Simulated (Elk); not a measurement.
# Dielectric function and optical constants of MgI2

Aim: the dielectric function of MgI2, and the optical constants that follow from it. The cell comes from an older database entry, whose edges can differ from later determinations, mostly by under a per cent.

Program: Elk 11.2.3 (patched build). Level of theory: DFT, LDA, all-electron APW+lo, Dirac cores, scalar-relativistic bands, independent-particle optical response without local fields. Values are calculated unless marked as measured.

The database entry behind the starting cell has ideal inner coordinates that were not refined, so it need not match the best structure at room temperature.

## Step 1: The starting structure

The structure is trigonal, space group P-3m1 (No. 164). Conventional cell: a = 4.140 Å, b = 4.140 Å, c = 6.880 Å, α = 90.00°, β = 90.00°, γ = 120.00°. Nearest to I lie 3 Mg at 2.94 Å. Nearest to Mg lie 6 I at 2.94 Å. Farther neighbours, and contacts between anions beyond the nearest, are not listed.

## Step 2: Ground state

The self-consistent density comes first; it also tells whether there is a gap, which decides the occupations and the need for a Drude term.

This step: DFT, LDA, all-electron APW+lo, Dirac cores, scalar-relativistic bands, ground state (Elk 11.2.3 (patched build)).

Input file elk.in:

```
tasks
  0
  120

xctype
  3

nempty
  9

lorbcnd
  .true.

rgkmax
  7.0

swidth
  0.0018375

maxscl
  100

epsengy
  1e-05

sppath
  './'

avec
  7.823466155986 0.000000000000 0.000000000000
  -3.911733077993 6.775320436732 0.000000000000
  0.000000000000 0.000000000000 13.001315737425

atoms
  2
  'I.in'
  2
  0.666666666667 0.333333333333 0.750000000000   0.000 0.000 0.000
  0.333333333333 0.666666666667 0.250000000000   0.000 0.000 0.000
  'Mg.in'
  1
  0.000000000000 0.000000000000 0.000000000000   0.000 0.000 0.000

ngridk
  9 9 4
```

The run is started by

```
$ OMP_NUM_THREADS=4 elk
```

What it wrote:

```text
┌─────────────────────────┐
│ Elk code version 11.2.3 │
└─────────────────────────┘

All units are atomic (Hartree, Bohr, etc.)

┌─────────────────────────────────────────────────┐
│ Ground-state run starting from atomic densities │
└─────────────────────────────────────────────────┘

Lattice vectors :
   7.823466156       0.000000000       0.000000000
  -3.911733078       6.775320437       0.000000000
   0.000000000       0.000000000       13.00131574

Reciprocal lattice vectors :
  0.8031204049      0.4636817820      -0.000000000
   0.000000000      0.9273635640       0.000000000
   0.000000000      -0.000000000      0.4832730344

Unit cell volume      :    689.1541143
Brillouin zone volume :   0.3599343141

Muffin-tin inner radius fraction :   0.1000000000E-01

Nuclei treated as point charges

Species : 1 (I)
 parameters loaded from : I.in
 name : iodine
 nuclear charge    :   -53.00000000
 electronic charge :    53.00000000
 atomic mass :    231332.6972
 muffin-tin radius :    2.600000000
 number of radial points in muffin-tin :    597
 inner part over the whole radius :   0.9964907323E-02
 number on inner part of muffin-tin    :    426
 approximate nuclear radius :   0.9002358621E-04
 number of mesh points to nuclear radius :    216
 atomic positions (lattice), magnetic fields (Cartesian) :
  1 :  -0.33333333  0.33333333 -0.25000000    0.00000000  0.00000000  0.00000000
  2 :   0.33333333 -0.33333333  0.25000000    0.00000000  0.00000000  0.00000000

Species : 2 (Mg)
 parameters loaded from : Mg.in
 name : magnesium
 nuclear charge    :   -12.00000000
 electronic charge :    12.00000000
 atomic mass :    44305.30466
 muffin-tin radius :    2.200000000
 number of radial points in muffin-tin :    397
 inner part over the whole radius :   0.9753128076E-02
 number on inner part of muffin-tin    :    276
 approximate nuclear radius :   0.5710277704E-04
 number of mesh points to nuclear radius :    121
 atomic positions (lattice), magnetic fields (Cartesian) :
  1 :   0.00000000  0.00000000  0.00000000    0.00000000  0.00000000  0.00000000

Total number of atoms per unit cell :    3
Total muffin-tin volume :    191.8465914
 ratio of muffin-tin to unit cell volume :   0.2783798100

Spin treatment :
 spin-unpolarised

Number of Bravais lattice symmetries :   24
Number of crystal symmetries         :   12
Crystal has inversion symmetry
Real symmetric eigensolver will be used

k-point grid :      9     9     4
k-point offset :    0.000000000       0.000000000       0.000000000
k-point set is reduced with full crystal symmetry group
Total number of k-points :       43

Muffin-tin radius times maximum |G+k| :    7.000000000
 using average radius
Maximum |G+k| for APW functions       :    2.837837838
Maximum (1/2)|G+k|²                   :    4.026661797
Maximum |G| for potential and density :    12.00000000
Constant for pseudocharge density :    8
 order of it for each species :   15  15
 order of it for pair densities of each species (exact exchange by exxq0 0: 15) :   11   7
Radial integration step length :    1

G-vector grid sizes :     30    30    50
Number of G-vectors :    20047

Maximum angular momentum used for
 APW functions            :    8
 outer part of muffin-tin :    6
 inner part of muffin-tin :    2

Total nuclear charge    :   -118.0000000
Total core charge       :    74.00000000
Total valence charge    :    44.00000000
Total excess charge     :    0.000000000
Total electronic charge :    118.0000000

Effective Wigner radius, rₛ :    1.117159661

Number of empty states         :     27
Total number of valence states :     50
Total number of core states    :     74

Conduction state local-orbitals added automatically
Third-order local-orbitals added for an l without core states : F
Total number of local-orbitals :    185

Exchange-correlation functional :      3     0     0
 Perdew-Wang/Ceperley-Alder, Phys. Rev. B 45, 13244 (1992)
 gradient requirement :    0
 local density approximation (LDA)

Smearing type :    3
 Fermi-Dirac
Smearing width :   0.1837500000E-02
Effective electronic temperature (K) :    580.2366081

Mixing type :    3
 Broyden mixing, J. Phys. A: Math. Gen. 17, L317 (1984)

Kohn-Sham potential initialised from atomic data

┌──────────────────────────────┐
│ Self-consistent loop started │
└──────────────────────────────┘

┌─────────────────┐
│ Loop number : 1 │
└─────────────────┘

Energies :
 Fermi                       :     0.930685E-02
 sum of occupied eigenvalues :     -8788.4951461640
 electron kinetic            :      15273.461083601
 core electron kinetic       :      14826.367454149
 Coulomb                     :     -29332.978423716
 Coulomb potential           :     -23563.020994982
 nuclear-nuclear             :     -1239.9195023987
 electron-nuclear            :     -32639.974498953
 Hartree                     :      4546.9155776358
 Madelung                    :     -17551.467926225
 xc potential                :     -498.93523478378
 exchange                    :     -356.18537048284
 correlation                 :     -11.108879
 electron entropic           :    -0.415162E-11
 total energy                :     -14426.811589264

Density of states at Fermi energy :   0.5440052858E-07
 (states/Hartree/unit cell)

Estimated indirect band gap :   0.1313436382
 from k-point 1 to k-point 1
Estimated direct band gap   :   0.1313436382
 at k-point 1

Charges :
 core                        :    74.00000000
 valence                     :    44.00000000
 interstitial                :    5.574993877
 muffin-tins (core leakage)
  species : 1 (I)
   atom 1                    :    51.03878420     (  0.2016070860E-03)
   atom 2                    :    51.03878420     (  0.2016070860E-03)
  species : 2 (Mg)
   atom 1                    :    10.34743772     ( -0.1573064650E-05)
 total in muffin-tins        :    112.4250061
 total calculated charge     :    117.9995254
 total charge                :    118.0000000
 error                       :   0.4745764999E-03

┌─────────────────┐
│ Loop number : 2 │
└─────────────────┘

Energies :
 Fermi                       :     0.102731E-01
 sum of occupied eigenvalues :     -8788.3854676795
 electron kinetic            :      15272.781612587
 core electron kinetic       :      14825.922727063
 Coulomb                     :     -29332.973386495
 Coulomb potential           :     -23563.048817879
 nuclear-nuclear             :     -1239.9195023987
 electron-nuclear            :     -32639.936807163
 Hartree                     :      4546.8829230665
 Madelung                    :     -17551.448977556
 xc potential                :     -498.11826238696
 exchange                    :     -356.18473833765
 correlation                 :     -11.108843
 electron entropic           :    -0.415185E-11
 total energy                :     -14427.485354807

Density of states at Fermi energy :   0.5440196939E-07
 (states/Hartree/unit cell)

Estimated indirect band gap :   0.1312039161
 from k-point 1 to k-point 1
Estimated direct band gap   :   0.1312039161
 at k-point 1

Charges :
 core                        :    74.00000000
 valence                     :    44.00000000
 interstitial                :    5.576801144
 muffin-tins (core leakage)
  species : 1 (I)
   atom 1                    :    51.03746484     (  0.2015998607E-03)
   atom 2                    :    51.03746484     (  0.2015998607E-03)
  species : 2 (Mg)
   atom 1                    :    10.34826917     ( -0.1573064651E-05)
 total in muffin-tins        :    112.4231989
 total calculated charge     :    117.9995254
 total charge                :    118.0000000
 error                       :   0.4746437006E-03

RMS change in Kohn-Sham potential (target) :   0.7094186143E-01 (  0.1000000000E-05)
Absolute change in total energy (target)   :   0.6737655434     (  0.1000000000E-04)

[... 13 loops left out ...]

┌──────────────────┐
│ Loop number : 16 │
└──────────────────┘

Energies :
 Fermi                       :     0.112180
 sum of occupied eigenvalues :     -8777.3293886338
 electron kinetic            :      15274.306997130
 core electron kinetic       :      14827.033275613
 Coulomb                     :     -29333.252695638
 Coulomb potential           :     -23564.590624575
 nuclear-nuclear             :     -1239.9195023987
 electron-nuclear            :     -32638.988568741
 Hartree                     :      4545.6553755013
 Madelung                    :     -17550.957383351
 xc potential                :     -487.04576118877
 exchange                    :     -356.17192595320
 correlation                 :     -11.107326
 electron entropic           :    -0.415509E-11
 total energy                :     -14426.224950423

Density of states at Fermi energy :   0.5440060872E-07
 (states/Hartree/unit cell)

Estimated indirect band gap :   0.1220239072
 from k-point 1 to k-point 18
Estimated direct band gap   :   0.1237203514
 at k-point 1

Charges :
 core                        :    74.00000000
 valence                     :    44.00000000
 interstitial                :    5.670051529
 muffin-tins (core leakage)
  species : 1 (I)
   atom 1                    :    50.96754196     (  0.1984135923E-03)
   atom 2                    :    50.96754196     (  0.1984135923E-03)
  species : 2 (Mg)
   atom 1                    :    10.39486454     ( -0.1573064650E-05)
 total in muffin-tins        :    112.3299485
 total calculated charge     :    117.9995251
 total charge                :    118.0000000
 error                       :   0.4748516455E-03

RMS change in Kohn-Sham potential (target) :   0.7939309487E-08 (  0.1000000000E-05)
Absolute change in total energy (target)   :   0.4178769814E-05 (  0.1000000000E-04)

Convergence targets achieved

┌──────────────────┐
│ Loop number : 17 │
└──────────────────┘

Energies :
 Fermi                       :     0.112180
 sum of occupied eigenvalues :     -8777.3293887979
 electron kinetic            :      15274.306996867
 core electron kinetic       :      14827.033275606
 Coulomb                     :     -29333.252695512
 Coulomb potential           :     -23564.590624631
 nuclear-nuclear             :     -1239.9195023987
 electron-nuclear            :     -32638.988568476
 Hartree                     :      4545.6553753621
 Madelung                    :     -17550.957383197
 xc potential                :     -487.04576103403
 exchange                    :     -356.17192594880
 correlation                 :     -11.107326
 electron entropic           :    -0.415509E-11
 total energy                :     -14426.224950555

Density of states at Fermi energy :   0.5440060715E-07
 (states/Hartree/unit cell)

Estimated indirect band gap :   0.1220239079
 from k-point 1 to k-point 18
Estimated direct band gap   :   0.1237203533
 at k-point 1

Charges :
 core                        :    74.00000000
 valence                     :    44.00000000
 interstitial                :    5.670051522
 muffin-tins (core leakage)
  species : 1 (I)
   atom 1                    :    50.96754197     (  0.1984135932E-03)
   atom 2                    :    50.96754197     (  0.1984135932E-03)
  species : 2 (Mg)
   atom 1                    :    10.39486454     ( -0.1573064652E-05)
 total in muffin-tins        :    112.3299485
 total calculated charge     :    117.9995251
 total charge                :    118.0000000
 error                       :   0.4748516491E-03

┌──────────────────────────────┐
│ Self-consistent loop stopped │
└──────────────────────────────┘

Warning : core states of species 1 leak from the muffin-tin :   0.1984135932E-03

Wrote STATE.OUT
```

It took 14 s on 4 threads of Arm Neoverse V2, shared host; peak memory 0.11 GiB.

Read-outs:

* total energy: -14426 Ha
* Fermi energy: 3.053 eV
* DOS at the Fermi level: 2.00e-9 states/eV/cell
* gap on the k-mesh: 3.320 eV
* direct gap on the mesh: 3.367 eV

There is a gap, 3.32 eV on this mesh (points off the mesh can give less), so no carriers' term is needed.

## Step 3: Independent particles

With the density converged, the vertical transitions are summed over the zone.

This step: DFT, LDA, all-electron APW+lo, Dirac cores, scalar-relativistic bands, independent-particle optical response without local fields (Elk 11.2.3 (patched build)).

elk.in, as its differences from that of step 2:

```diff
@@ -1,4 +1,7 @@
 tasks
-  0
-  120
+  121
+
+optcomp
+  1 1
+  3 3
 
@@ -17,9 +20,7 @@
 swidth
-  0.0018375
+  0.0055124
 
-maxscl
-  100
-
-epsengy
-  1e-05
+wplot
+  400 100 0
+  0.0 0.58799
```

The run is started by

```
$ OMP_NUM_THREADS=4 elk
```

What it wrote:

```text
┌─────────────────────────────────┐
│ Elk code version 11.2.3 started │
└─────────────────────────────────┘

┌────────────────────┐
│ Current task : 121 │
└────────────────────┘

Info(dielectric):
 dielectric tensor written to EPSILON_ij.OUT
 optical conductivity written to SIGMA_ij.OUT
 for components
  i = 1, j = 1
  i = 3, j = 3

┌──────────────────┐
│ Elk code stopped │
└──────────────────┘
```

The job ended after 1.3 s (4 threads; peak memory 0.03 GiB).

Read from the output:

| Quantity | Value |
| --- | --- |
| electronic dielectric constant ε∞, mean of the axes | 5.123 |

Sum at mesh points, not converged in k; values under the direct gap are tails of Lorentzian lines. Im ε against photon energy; read off at these points:

```
photon energy (eV)   E ∥ x   E ∥ z
              0.00       0       0
              0.50  0.0175  0.0164
              1.00  0.0370  0.0345
              1.50  0.0611  0.0569
              2.00  0.0947  0.0878
              2.50   0.150   0.138
              3.00   0.280   0.252
              3.50   0.681   0.641
              4.00    2.15    2.43
              4.50    5.30    4.38
              5.00    8.06    4.63
              5.40    8.62    5.62
              5.50    8.46    6.25
              6.00    8.03    11.9
              6.50    8.62    10.1
              7.00    9.08    8.15
              7.08    9.31    8.04
              7.50    7.62    9.10
              8.00    5.43    5.63
              8.50    3.95    3.82
              9.00    2.89    2.53
              9.50    2.53    2.31
             10.00    2.21    2.02
             10.50    1.74    1.39
             11.00    1.46    1.47
             11.50    1.19    1.26
             12.00   0.988    1.07
             12.50   0.840   0.883
             13.00   0.839   0.864
             13.50   0.608   0.718
             14.00   0.537   0.673
             14.50   0.493   0.572
             15.00   0.600   0.576
             15.50   0.493   0.439
```

The reflectivity at normal incidence has structure finer than the step of the table below, so its rows give means over 0.5 eV. Peaks (eV: height): E ∥ x 8.08: 48.0, 13.44: 39.1, 15.36: 24.5; E ∥ z 8.64: 55.9, 9.52: 48.7, 10.28: 48.7, 11.60: 44.3, 15.28: 30.0.

Sum at mesh points, not converged in k. Reflectivity at normal incidence against photon energy; means over each step:

```
photon energy (eV)  E ∥ x (%)  E ∥ z (%)
               0.5       15.2       14.8
               1.0       15.5       15.1
               1.5       16.0       15.6
               2.0       16.8       16.3
               2.5       17.9       17.4
               3.0       19.8       19.2
               3.5       22.2       21.5
               4.0       25.7       25.0
               4.5       30.4       27.1
               5.0       31.9       26.3
               5.5       32.8       31.4
               6.0       32.2       38.5
               6.5       35.1       39.2
               7.0       38.8       37.2
               7.5       43.3       42.6
               8.0       46.9       50.0
               8.5       45.9       54.1
               9.0       44.3       45.7
               9.5       42.3       46.8
              10.0       42.5       44.4
              10.5       43.3       41.6
              11.0       41.7       36.6
              11.5       43.2       41.9
              12.0       40.5       38.8
              12.5       37.9       37.3
              13.0       36.0       33.2
              13.5       37.9       33.7
              14.0       33.0       30.9
              14.5       24.8       29.7
              15.0       22.7       25.7
              15.5       23.4       27.2
```

The loss function −Im 1/ε at q → 0 has structure finer than the step of the table below, so its rows give means over 0.5 eV. Peaks (eV: height): E ∥ x 14.48: 1.96.

Sum at mesh points, not converged in k; values under the direct gap are tails of Lorentzian lines. Table of loss function −Im 1/ε at q → 0 by energy loss; means over each step:

| energy loss (eV) | E ∥ x | E ∥ z |
| --- | --- | --- |
| 0.5 | 6.5e-4 | 6.4e-4 |
| 1.0 | 0.00133 | 0.00130 |
| 1.5 | 0.00207 | 0.00202 |
| 2.0 | 0.00293 | 0.00286 |
| 2.5 | 0.00407 | 0.00397 |
| 3.0 | 0.00654 | 0.00624 |
| 3.5 | 0.0123 | 0.0120 |
| 4.0 | 0.0229 | 0.0284 |
| 4.5 | 0.0409 | 0.0476 |
| 5.0 | 0.0674 | 0.0624 |
| 5.5 | 0.0876 | 0.0525 |
| 6.0 | 0.102 | 0.0733 |
| 6.5 | 0.108 | 0.102 |
| 7.0 | 0.113 | 0.125 |
| 7.5 | 0.127 | 0.112 |
| 8.0 | 0.146 | 0.127 |
| 8.5 | 0.185 | 0.146 |
| 9.0 | 0.233 | 0.241 |
| 9.5 | 0.273 | 0.251 |
| 10.0 | 0.301 | 0.309 |
| 10.5 | 0.351 | 0.423 |
| 11.0 | 0.416 | 0.468 |
| 11.5 | 0.470 | 0.465 |
| 12.0 | 0.606 | 0.620 |
| 12.5 | 0.751 | 0.760 |
| 13.0 | 0.838 | 0.887 |
| 13.5 | 1.06 | 1.05 |
| 14.0 | 1.45 | 1.24 |
| 14.5 | 1.84 | 1.54 |
| 15.0 | 1.65 | 1.68 |
| 15.5 | 1.94 | 2.14 |

Optical constants at common wavelengths, from n + ik = √ε:

```
wavelength (nm)   n x    k x  R (%) x   1/α x   n z    k z  R (%) z   1/α z
           1064  2.31  0.010     15.6  8.8 µm  2.28  0.009     15.2  9.3 µm
            532  2.44  0.026     17.5  1.6 µm  2.40  0.024     17.0  1.7 µm
            450  2.53  0.039     18.7  916 nm  2.49  0.036     18.2  986 nm
            365  2.71  0.133     21.4  218 nm  2.67  0.122     20.8  237 nm
            308  2.98  0.359     25.4   68 nm  2.95  0.423     25.2   58 nm
            248  3.01  1.341     32.6   15 nm  2.79  0.832     25.8   24 nm
            193  2.42  1.759     34.6  8.7 nm  2.50  2.056     39.3  7.5 nm
```

Below the direct gap, k and the depth come from the tails of the Lorentzian lines, not from transitions.

Rows near the edge hang on the gap, which this functional as a rule makes too small, and phonon-assisted absorption over an indirect gap is left out.

## Step 4: Summary of results

```yaml
electronic_dielectric_constant_eps_infinity_mean_of_the_axes_independent_particles: 5.12
```

At this level (LDA, independent particles) MgI2 has a mean ε∞ = 5.12 and n = 2.29 at 1550 nm (E ∥ x). On the mesh the gap is 3.32 eV and the least direct gap 3.37 eV. The static values by axis are 5.16 (x), 5.05 (z). Excitons and phonon-assisted transitions are missing, and so are local fields; LDA gaps are as a rule too small, which pulls the onset down and ε∞ up. Spin-orbit coupling is left out although heavy atoms are present. The sum runs over mesh points 0.23 Å⁻¹ apart with no interpolation, so peaks are partly noise of the mesh and static values carry its error. Not shown from this task: 1 step that ran out of time.

[Long decimals in the printed logs are rounded to 6 places.]

[Machine, clock and banner lines and Python warnings are left out of the logs.]

[Logs are printed without paths, hosts, clocks, repeated set-up lines and the standing remarks that a program may print on its own settings, such as how far it seeks lower states.]

[Hosts, paths, dates, database ids (printed as entryN), source tags and the programs' standing remarks are cut or masked in the printed files.]

[Where Elk ran, warnings of its patched build on accuracy (core leakage, angular cutoffs, spin-orbit splittings, empty states, lower magnetic states) are left out.]

[Where the starting crystal was built by hand or by swapping elements, it need not be the compound's stable phase.]

[The count of steps not shown may lack steps that the program refused or didn't finish.]
